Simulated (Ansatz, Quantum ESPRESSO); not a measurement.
# arsenene, 1 layer: the dipole at a withheld member of a series

How the rows were computed: Quantum ESPRESSO 7.5, PBE, GBRV ultrasoft. Cell and atoms are relaxed without a field with a D3(BJ) correction and then held. Sawtooth field with dipole correction, 17 Å of vacuum in the starting cell, Fermi-Dirac smearing of 0.002 Ry; bands along a path at each field. The series steps the field along the normal.

| field along the normal | dipole (e Å) |
| --- | --- |
| 0 V/Å | 0.0000 |
| 0.05 V/Å | 0.0123 |
| 0.1 V/Å | 0.0247 |
| 0.2 V/Å | 0.0493 |
| 0.3 V/Å | 0.0740 |

**Question.** What is the dipole at 0.4 V/Å?

**Fit.** The rows at 0.2 V/Å and 0.3 V/Å give a slope of (0.0740 − (0.0493))/(0.3 − (0.2)) = 0.247, so a straight line gives 0.0987 e Å. A parabola through these and the row at 0.1 V/Å gives 0.0988 e Å.

**Check.** 0.0987 e Å. The line misses by 0.0000 and the parabola by +0.0001 e Å. Both misses are under 5 % of the step from the nearer row.

**Limits.** Ions are held; semilocal gaps are too small; in strong fields empty levels can belong to the vacuum; one stacking. Members without a usable value, or on the other side of zero field or charge, are not listed.
